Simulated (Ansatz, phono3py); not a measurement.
**KI (Fm-3m): solver, mesh and scattering choices in phono3py**

Wanted: the sensitivity of κ of KI to the choices of the transport step.

Experimental results on record:
- thermal conductivity 2.6 W/m/K near room temperature (given in “Combining the AFLOW GIBBS and Elastic Libraries to efficiently and robustly screen thermo-mechanical properties of solids”, 2017, arXiv:1611.05714)
- thermal conductivity 2.6 W/m/K near room temperature (given in “Predicting the lattice thermal conductivity of solids by solving the Boltzmann transport equation: AFLOW - AAPL an automated, accurate and efficient framework”, 2017, arXiv:1611.05481)

Method: DFT LDA, scalar-relativistic, plane waves, PAW; phono3py on Ansatz's force constants, in phono3py 4.10.0.

This is a report of a sequence of runs, with most program output left out.

### Step 1. The structure

Symmetry: Fm-3m, No. 225, cubic system. The conventional cell has a = 6.817 Å, b = 6.817 Å, c = 6.817 Å, α = 90.00°, β = 90.00°, γ = 90.00°. K has 6 I at 3.41 Å nearest. Nearest to I lie 6 K at 3.41 Å. Farther neighbours and most contacts between anions are not listed.

### Step 2. Relaxation-time solution

The base run: each mode relaxes on its own with natural isotopes, and rates are split into normal and umklapp parts.

Input file phono3py.yaml:

```yaml
phono3py:
  version: "4.10.0"
  frequency_unit_conversion_factor: 15.633302
  symmetry_tolerance: 1.00000e-05

physical_unit:
  atomic_mass: "AMU"
  length: "angstrom"

space_group:
  type: "Fm-3m"
  number: 225
  Hall_symbol: "-F 4 2 3"

primitive_matrix:
- [  1.000000000000000,  0.000000000000000,  0.000000000000000 ]
- [  0.000000000000000,  1.000000000000000,  0.000000000000000 ]
- [  0.000000000000000,  0.000000000000000,  1.000000000000000 ]

supercell_matrix:
- [   3,   0,   0 ]
- [   0,   3,   0 ]
- [   0,   0,   3 ]

# [primitive_cell block left out]
unit_cell:
  lattice:
  - [     0.000000000000000,     3.408740235900000,     3.408740235900000 ] # a
  - [     3.408740235900000,     0.000000000000000,     3.408740235900000 ] # b
  - [     3.408740235900000,     3.408740235900000,     0.000000000000000 ] # c
  points:
  - symbol: K # 1
    coordinates: [  0.000000000000000,  0.000000000000000,  0.000000000000000 ]
    mass: 39.098300
    reduced_to: 1
  - symbol: I # 2
    coordinates: [  0.500000000000000,  0.500000000000000,  0.500000000000000 ]
    mass: 126.904470
    reduced_to: 2

# [supercell block left out]
phonon_supercell_matrix:
- [   6,   0,   0 ]
- [   0,   6,   0 ]
- [   0,   0,   6 ]

# [phonon_primitive_cell block left out]
# [phonon_supercell block left out]
nac:
  born_effective_charge:
  - # 1 (K)
    - [  1.105344423381858,  0.000000000000000,  0.000000000000000 ]
    - [  0.000000000000000,  1.105344423381858,  0.000000000000000 ]
    - [  0.000000000000000,  0.000000000000000,  1.105344423381858 ]
  - # 2 (I)
    - [ -1.105344423381858,  0.000000000000000,  0.000000000000000 ]
    - [  0.000000000000000, -1.105344423381858,  0.000000000000000 ]
    - [  0.000000000000000,  0.000000000000000, -1.105344423381858 ]
  dielectric_constant:
    - [  3.119588513636768,  0.000000000000000,  0.000000000000000 ]
    - [  0.000000000000000,  3.119588513636768,  0.000000000000000 ]
    - [  0.000000000000000,  0.000000000000000,  3.119588513636768 ]
  unit_conversion_factor: 14.399645
```

On the command line:

```bash
> phono3py phono3py.yaml --mesh 15 15 15 --br --isotope --nu --ts 100 150 200 300 400 500
```

Wall time 6.3 s (16 threads of Arm Neoverse V2, shared host); peak memory 0.24 GiB.

Numbers from this step:

| Quantity | Value |
| --- | --- |
| κ at 300 K | 6.167 W/m/K |
| κ xx, yy, zz at 300 K | 6.167, 6.167, 6.167 W/m/K |
| normal share of three-phonon scattering at 300 K | 0.554 |

W/m/K. Kappa, by row:

| T (K) | xx | yy | zz | yz | xz | xy |
| --- | --- | --- | --- | --- | --- | --- |
| 100 | 19.66 | 19.66 | 19.66 | 0 | 0 | 0 |
| 150 | 12.62 | 12.62 | 12.62 | 0 | 0 | 0 |
| 200 | 9.338 | 9.338 | 9.338 | 0 | 0 | 0 |
| 300 | 6.167 | 6.167 | 6.167 | 0 | 0 | 0 |
| 400 | 4.611 | 4.611 | 4.611 | 0 | 0 | 0 |
| 500 | 3.683 | 3.683 | 3.683 | 0 | 0 | 0 |

Lattice thermal conductivity, xx against temperature:

| temperature (K) | lattice thermal conductivity, xx (W/m/K) |
| --- | --- |
| 100 | 19.7 |
| 150 | 12.6 |
| 200 | 9.34 |
| 300 | 6.17 |
| 400 | 4.61 |
| 500 | 3.68 |

Table of mean scattering rate at 300 K by frequency:

| frequency (THz) | normal (1/ps) | umklapp (1/ps) |
| --- | --- | --- |
| 0.09 | - | - |
| 0.27 | 0.0379 | 0.00462 |
| 0.46 | 0.0289 | 0.00714 |
| 0.64 | 0.0525 | 0.012 |
| 0.82 | 0.0434 | 0.0146 |
| 1.00 | 0.0346 | 0.0143 |
| 1.18 | 0.0249 | 0.0164 |
| 1.37 | 0.0284 | 0.0326 |
| 1.55 | 0.0543 | 0.0715 |
| 1.73 | 0.0858 | 0.0932 |
| 1.91 | 0.125 | 0.166 |
| 2.10 | 0.161 | 0.175 |
| 2.28 | - | - |
| 2.46 | - | - |
| 2.64 | - | - |
| 2.83 | - | - |
| 3.01 | 0.569 | 0.398 |
| 3.19 | 0.428 | 0.276 |
| 3.37 | 0.269 | 0.173 |
| 3.55 | 0.144 | 0.176 |
| 3.74 | 0.227 | 0.12 |
| 3.92 | 0.544 | 0.198 |
| 4.10 | 0.983 | 0.4 |
| 4.28 | 2.07 | 0.314 |

The base value at 300 K is 6.17 W/(m K).

The lattice thermal conductivity, xx is 6.17 W/m/K at 300 K, going as T^-1.0 above 200 K.

### Step 3. Two programs, one set of constants

This step: DFT LDA, scalar-relativistic, plane waves, PAW (Ansatz 0.2.0).

Ansatz's figure includes its coherence part. Comparison, by row:

| T (K) | Ansatz RTA (W/m/K) | phono3py RTA (W/m/K) | difference (%) |
| --- | --- | --- | --- |
| 100 | 19.74 | 19.66 | -0.41 |
| 150 | 12.69 | 12.62 | -0.55 |
| 200 | 9.4 | 9.338 | -0.66 |
| 300 | 6.228 | 6.167 | -0.98 |
| 400 | 4.675 | 4.611 | -1.37 |
| 500 | 3.751 | 3.683 | -1.81 |

### Step 4. Without isotopes, third order supercell 3×3×3, supercell 6×6×6

Leaving out the isotope term shows how much the natural mass disorder scatters.

This step: DFT LDA, scalar-relativistic, plane waves, PAW; phono3py on Ansatz's force constants (phono3py 4.10.0).

phono3py.yaml is that of step 2.

On the command line:

```bash
> phono3py phono3py.yaml --mesh 15 15 15 --br --ts 100 150 200 300 400 500
```

It took 5.8 s on 16 threads; peak memory 0.24 GiB.

Numbers from this step:

* κ at 300 K: 6.178 W/m/K
* κ xx, yy, zz at 300 K: 6.178, 6.178, 6.178 W/m/K

W/m/K. Kappa, by row:

| T (K) | xx | yy | zz | yz | xz | xy |
| --- | --- | --- | --- | --- | --- | --- |
| 100 | 19.76 | 19.76 | 19.76 | 0 | 0 | 0 |
| 150 | 12.66 | 12.66 | 12.66 | 0 | 0 | 0 |
| 200 | 9.363 | 9.363 | 9.363 | 0 | 0 | 0 |
| 300 | 6.178 | 6.178 | 6.178 | 0 | 0 | 0 |
| 400 | 4.617 | 4.617 | 4.617 | 0 | 0 | 0 |
| 500 | 3.687 | 3.687 | 3.687 | 0 | 0 | 0 |

Nothing changes, since the natural mass variance of these elements is zero or negligible.

### Step 5. Another q-mesh, third order supercell 3×3×3, supercell 6×6×6

The q-mesh of the transport sums changes, with the same scattering terms.

phono3py.yaml is that of step 4.

On the command line:

```bash
> phono3py phono3py.yaml --mesh 3 3 3 --br --isotope --ts 100 300
```

Run time: 2.8 s. Hardware: 16 threads; peak memory 0.24 GiB; 2.8 s of CPU time.

Numbers from this step:

* κ at 300 K: 10.54 W/m/K
* κ xx, yy, zz at 300 K: 10.54, 10.54, 10.54 W/m/K

W/m/K. Kappa, by row:

| T (K) | xx | yy | zz | yz | xz | xy |
| --- | --- | --- | --- | --- | --- | --- |
| 100 | 30.02 | 30.02 | 30.02 | 0 | 0 | 0 |
| 300 | 10.54 | 10.54 | 10.54 | 0 | 0 | 0 |

This mesh is too coarse for the transport sums: κ at 300 K comes out at 10.5 against 6.17 W/(m K) in the base run.

### Step 6. Another q-mesh, third order supercell 3×3×3, supercell 6×6×6 (run 2)

phono3py.yaml is that of step 5.

On the command line:

```bash
> phono3py phono3py.yaml --mesh 5 5 5 --br --isotope --ts 100 300
```

Elapsed: 2.8 s, on 16 threads; peak memory 0.24 GiB; 3 s of CPU time.

This mesh is too coarse for the transport sums: κ at 300 K comes out at 12.5 against 6.17 W/(m K) in the base run.

### Step 7. Another q-mesh, third order supercell 3×3×3, supercell 6×6×6 (run 3)

phono3py.yaml is that of step 6.

On the command line:

```bash
> phono3py phono3py.yaml --mesh 9 9 9 --br --isotope --ts 100 300
```

Elapsed: 3 s, on 16 threads; peak memory 0.24 GiB; 5.4 s of CPU time.

W/m/K. Kappa, by row:

| T (K) | xx | yy | zz | yz | xz | xy |
| --- | --- | --- | --- | --- | --- | --- |
| 100 | 21.63 | 21.63 | 21.63 | 0 | 0 | 0 |
| 300 | 6.874 | 6.874 | 6.874 | 0 | 0 | 0 |

κ at 300 K goes from 6.17 in the base run to 6.87 W/(m K).

### Step 8. Another q-mesh, third order supercell 3×3×3, supercell 6×6×6 (run 4)

phono3py.yaml is that of step 7.

On the command line:

```bash
> phono3py phono3py.yaml --mesh 11 11 11 --br --isotope --ts 100 300
```

Run time: 3.5 s. Hardware: 16 threads; peak memory 0.24 GiB; 11 s of CPU time.

W/m/K. Kappa, by row:

| T (K) | xx | yy | zz | yz | xz | xy |
| --- | --- | --- | --- | --- | --- | --- |
| 100 | 20.13 | 20.13 | 20.13 | 0 | 0 | 0 |
| 300 | 6.348 | 6.348 | 6.348 | 0 | 0 | 0 |

κ at 300 K goes from 6.17 in the base run to 6.35 W/(m K).

### Step 9. Another q-mesh, third order supercell 3×3×3, supercell 6×6×6 (run 5)

phono3py.yaml is that of step 8.

On the command line:

```bash
> phono3py phono3py.yaml --mesh 19 19 19 --br --isotope --ts 100 300
```

Wall time 16 s (16 threads); peak memory 0.24 GiB.

κ at 300 K goes from 6.17 in the base run to 6.12 W/(m K).

### Step 10. Another q-mesh, third order supercell 3×3×3, supercell 6×6×6 (run 6)

phono3py.yaml is that of step 9.

On the command line:

```bash
> phono3py phono3py.yaml --mesh 23 23 23 --br --isotope --ts 100 300
```

Elapsed: 43 s, on 16 threads; peak memory 0.24 GiB.

W/m/K. Kappa, by row:

| T (K) | xx | yy | zz | yz | xz | xy |
| --- | --- | --- | --- | --- | --- | --- |
| 100 | 19.56 | 19.56 | 19.56 | 0 | 0 | 0 |
| 300 | 6.118 | 6.118 | 6.118 | 0 | 0 | 0 |

κ at 300 K goes from 6.17 in the base run to 6.12 W/(m K).

### Step 11. Another q-mesh, third order supercell 3×3×3, supercell 6×6×6 (run 7)

phono3py.yaml is that of step 10.

On the command line:

```bash
> phono3py phono3py.yaml --mesh 29 29 29 --br --isotope --ts 100 300
```

Elapsed: 2.5 min, on 16 threads; peak memory 0.24 GiB; 34 min of CPU time.

W/m/K. Kappa, by row:

| T (K) | xx | yy | zz | yz | xz | xy |
| --- | --- | --- | --- | --- | --- | --- |
| 100 | 19.62 | 19.62 | 19.62 | 0 | 0 | 0 |
| 300 | 6.128 | 6.128 | 6.128 | 0 | 0 | 0 |

κ at 300 K goes from 6.17 in the base run to 6.13 W/(m K).

### Step 12. Mesh convergence

This step: DFT LDA, scalar-relativistic, plane waves, PAW (phono3py 4.10.0).

Series, by row:

| mesh points along each axis | kappa at 100 K (W/m/K) | kappa at 300 K (W/m/K) | seconds |
| --- | --- | --- | --- |
| 3 | 30.02 | 10.54 | 2.79 |
| 5 | 37.89 | 12.46 | 2.78 |
| 9 | 21.63 | 6.874 | 3.03 |
| 11 | 20.13 | 6.348 | 3.48 |
| 15 | 19.66 | 6.167 | 6.48 |
| 19 | 19.53 | 6.115 | 16.2 |
| 23 | 19.56 | 6.118 | 42.59 |
| 29 | 19.62 | 6.128 | 147.7 |

### Step 13. Boundary scattering, third order supercell 3×3×3, supercell 6×6×6

A boundary term v/L is added to each rate, a simple model of grains or a thin sample.

This step: DFT LDA, scalar-relativistic, plane waves, PAW; phono3py on Ansatz's force constants (phono3py 4.10.0).

phono3py.yaml is that of step 11.

On the command line:

```bash
> phono3py phono3py.yaml --mesh 15 15 15 --br --isotope --boundary-mfp 0.01 --ts 100 150 200 300 400 500
```

Run time: 6.6 s. Hardware: 16 threads; peak memory 0.24 GiB; 47 s of CPU time.

This step gave:

| Quantity | Value |
| --- | --- |
| κ at 300 K | 1.46 W/m/K |
| κ xx, yy, zz at 300 K | 1.46, 1.46, 1.46 W/m/K |

W/m/K. Kappa, by row:

| T (K) | xx | yy | zz | yz | xz | xy |
| --- | --- | --- | --- | --- | --- | --- |
| 100 | 1.918 | 1.918 | 1.918 | 0 | 0 | 0 |
| 150 | 1.783 | 1.783 | 1.783 | 0 | 0 | 0 |
| 200 | 1.657 | 1.657 | 1.657 | 0 | 0 | 0 |
| 300 | 1.46 | 1.46 | 1.46 | 0 | 0 | 0 |
| 400 | 1.314 | 1.314 | 1.314 | 0 | 0 | 0 |
| 500 | 1.2 | 1.2 | 1.2 | 0 | 0 | 0 |

κ at 300 K goes from 6.17 in the base run to 1.46 W/(m K).

### Step 14. Boundary scattering, third order supercell 3×3×3, supercell 6×6×6 (run 2)

phono3py.yaml is that of step 13.

On the command line:

```bash
> phono3py phono3py.yaml --mesh 15 15 15 --br --isotope --boundary-mfp 10 --ts 100 150 200 300 400 500
```

Elapsed: 6.6 s, on 16 threads; peak memory 0.24 GiB.

Numbers from this step:

```
κ at 300 K            : 6.132 W/m/K
κ xx, yy, zz at 300 K : 6.132, 6.132, 6.132 W/m/K
```

κ at 300 K goes from 6.17 in the base run to 6.13 W/(m K).

### Step 15. Direct solution of the linearised equation, third order supercell 3×3×3, supercell 6×6×6

Solving the linearised equation directly keeps the heat that normal processes pass on between modes; it is dearer, so the mesh may be smaller.

phono3py.yaml is that of step 14.

On the command line:

```bash
> phono3py phono3py.yaml --mesh 15 15 15 --lbte --isotope --ts 100 300
```

The job ended after 37 s (16 threads; peak memory 0.24 GiB).

Numbers from this step:

```
κ at 300 K            : 6.886 W/m/K
κ xx, yy, zz at 300 K : 6.886, 6.886, 6.886 W/m/K
```

W/m/K. Kappa, by row:

| T (K) | xx | yy | zz | yz | xz | xy | RTA mean |
| --- | --- | --- | --- | --- | --- | --- | --- |
| 100 | 21.96 | 21.96 | 21.96 | 0 | 0 | 0 | 19.66 |
| 300 | 6.886 | 6.886 | 6.886 | 0 | 0 | 0 | 6.167 |

κ at 300 K goes from 6.17 in the base run to 6.89 W/(m K).

### Step 16. Adding coherences, third order supercell 3×3×3, supercell 6×6×6

Close branches can carry heat by tunnelling between them, which the particle picture leaves out.

phono3py.yaml is that of step 15.

On the command line:

```bash
> phono3py phono3py.yaml --mesh 15 15 15 --br --isotope --tt smm19 --ts 100 150 200 300 400 500
```

The job ended after 6.6 s (16 threads; peak memory 0.24 GiB).

Numbers from this step:

```yaml
kappa_at_300_k: 6.221 W/m/K
kappa_xx_yy_zz_at_300_k: 6.221, 6.221, 6.221 W/m/K
```

W/m/K. Kappa, by row:

| T (K) | xx | yy | zz | yz | xz | xy | intra mean | inter mean |
| --- | --- | --- | --- | --- | --- | --- | --- | --- |
| 100 | 19.72 | 19.72 | 19.72 | 0 | 0 | 0 | 19.66 | 0.0583 |
| 150 | 12.67 | 12.67 | 12.67 | 0 | 0 | 0 | 12.62 | 0.05102 |
| 200 | 9.388 | 9.388 | 9.388 | 0 | 0 | 0 | 9.338 | 0.05034 |
| 300 | 6.221 | 6.221 | 6.221 | 0 | 0 | 0 | 6.167 | 0.05395 |
| 400 | 4.67 | 4.67 | 4.67 | 0 | 0 | 0 | 4.611 | 0.059 |
| 500 | 3.747 | 3.747 | 3.747 | 0 | 0 | 0 | 3.683 | 0.06389 |

κ at 300 K goes from 6.17 in the base run to 6.22 W/(m K).

### Step 17. Gaussian smearing, third order supercell 3×3×3, supercell 6×6×6

A Gaussian replaces the tetrahedron method for energy conservation; its width must match the mesh.

phono3py.yaml is that of step 16.

On the command line:

```bash
> phono3py phono3py.yaml --mesh 15 15 15 --br --isotope --sigma 0.01 --ts 100 300
```

Elapsed: 5.8 s, on 16 threads; peak memory 0.24 GiB.

This step gave:

* κ at 300 K: 6.446 W/m/K
* κ xx, yy, zz at 300 K: 6.446, 6.446, 6.446 W/m/K

W/m/K. Kappa, by row:

| T (K) | xx | yy | zz | yz | xz | xy |
| --- | --- | --- | --- | --- | --- | --- |
| 100 | 20.72 | 20.72 | 20.72 | 0 | 0 | 0 |
| 300 | 6.446 | 6.446 | 6.446 | 0 | 0 | 0 |

With a width of 0.01 THz κ at 300 K is 6.45 W/(m K), +4.5 % from the tetrahedron value.

Between step 2 and this run (delta function Gaussian and sigma 0.01 THz) the value for the κ at 300 K moves from 6.17 W/m/K to 6.45 W/m/K (+5 %).

### Step 18. Gaussian smearing, third order supercell 3×3×3, supercell 6×6×6 (run 2)

phono3py.yaml is that of step 17.

On the command line:

```bash
> phono3py phono3py.yaml --mesh 15 15 15 --br --isotope --sigma 1 --ts 100 300
```

Wall time 5.8 s (16 threads); peak memory 0.24 GiB; 41 s of CPU time.

Numbers from this step:

- κ at 300 K: 3.875 W/m/K
- κ xx, yy, zz at 300 K: 3.875, 3.875, 3.875 W/m/K

W/m/K. Kappa, by row:

| T (K) | xx | yy | zz | yz | xz | xy |
| --- | --- | --- | --- | --- | --- | --- |
| 100 | 12.09 | 12.09 | 12.09 | 0 | 0 | 0 |
| 300 | 3.875 | 3.875 | 3.875 | 0 | 0 | 0 |

With a width of 1 THz κ at 300 K is 3.88 W/(m K), -37.2 % from the tetrahedron value; a width this large blurs energy conservation.

Between step 17 and this run (sigma 1 THz) the value for the κ at 300 K moves from 6.45 W/m/K to 3.88 W/m/K (-40 %).

### Step 19. Two-phonon phase space, third order supercell 3×3×3, supercell 6×6×6

The two-phonon density of states counts the channels open to a mode, without matrix elements.

phono3py.yaml is that of step 18.

On the command line:

```bash
> phono3py phono3py.yaml --mesh 19 19 19 --jdos --gp 0 --num-freq-points 80
```

Run time: 2.8 s. Hardware: 16 threads; peak memory 0.24 GiB; 3.3 s of CPU time.

Joint density of states at Gamma against frequency; read off at these points:

| frequency (THz) | absorption class (1/THz) | decay class (1/THz) |
| --- | --- | --- |
| 0.00 | 0 | 0 |
| 0.22 | 18.8 | 0.00576 |
| 0.33 | 17.2 | 0.0135 |
| 0.56 | 9.94 | 0.0623 |
| 0.89 | 6.30 | 0.219 |
| 1.22 | 3.93 | 0.449 |
| 1.56 | 10.2 | 0.893 |
| 1.78 | 10.6 | 1.54 |
| 2.00 | 13.6 | 1.77 |
| 2.11 | 13.0 | 1.90 |
| 2.45 | 11.9 | 3.7 |
| 2.78 | 6.18 | 6.12 |
| 3.00 | 2.30 | 5.72 |
| 3.34 | 0.813 | 4.80 |
| 3.67 | 0.396 | 3.56 |
| 3.89 | 0.218 | 3.33 |
| 4.23 | 0 | 3.92 |
| 4.56 | 0 | 10.6 |
| 4.90 | 0 | 16.8 |
| 5.12 | 0 | 24.9 |
| 5.45 | 0 | 8.97 |
| 5.79 | 0 | 4.50 |
| 6.01 | 0 | 1.54 |
| 6.34 | 0 | 2.24 |
| 6.68 | 0 | 5.37 |
| 7.01 | 0 | 9.68 |
| 7.23 | 0 | 7.72 |
| 7.57 | 0 | 2.67 |
| 7.90 | 0 | 0.661 |
| 8.23 | 0 | 0.563 |
| 8.46 | 0 | 0.273 |
| 8.79 | 0 | 0 |

Distinct peaks of the joint density of states at Gamma (absorption class) stand at 0.22 and 2.00 THz; the one at 0.22 THz is strongest.

### Step 20. Without the dipole term, third order supercell 3×3×3, supercell 6×6×6

Dropping the dipole term tests how much its part of the interpolation matters for κ.

phono3py.yaml is that of step 19.

On the command line:

```bash
> phono3py phono3py.yaml --mesh 15 15 15 --br --isotope --nonac --ts 100 300
```

It took 6.3 s on 16 threads; peak memory 0.24 GiB.

Numbers from this step:

- κ at 300 K: 6.152 W/m/K
- κ xx, yy, zz at 300 K: 6.152, 6.152, 6.152 W/m/K

(Continued in part 2 of 2.)

[Logs are printed without paths, hosts, clocks, repeated set-up lines and the standing remarks that a program may print on its own settings, such as how far it seeks lower states.]

[Hosts, paths, dates, database ids (printed as entryN), source tags and the programs' standing remarks are cut or masked in the printed files.]

[A step with changed settings may run another functional than the one named; its input shows which.]
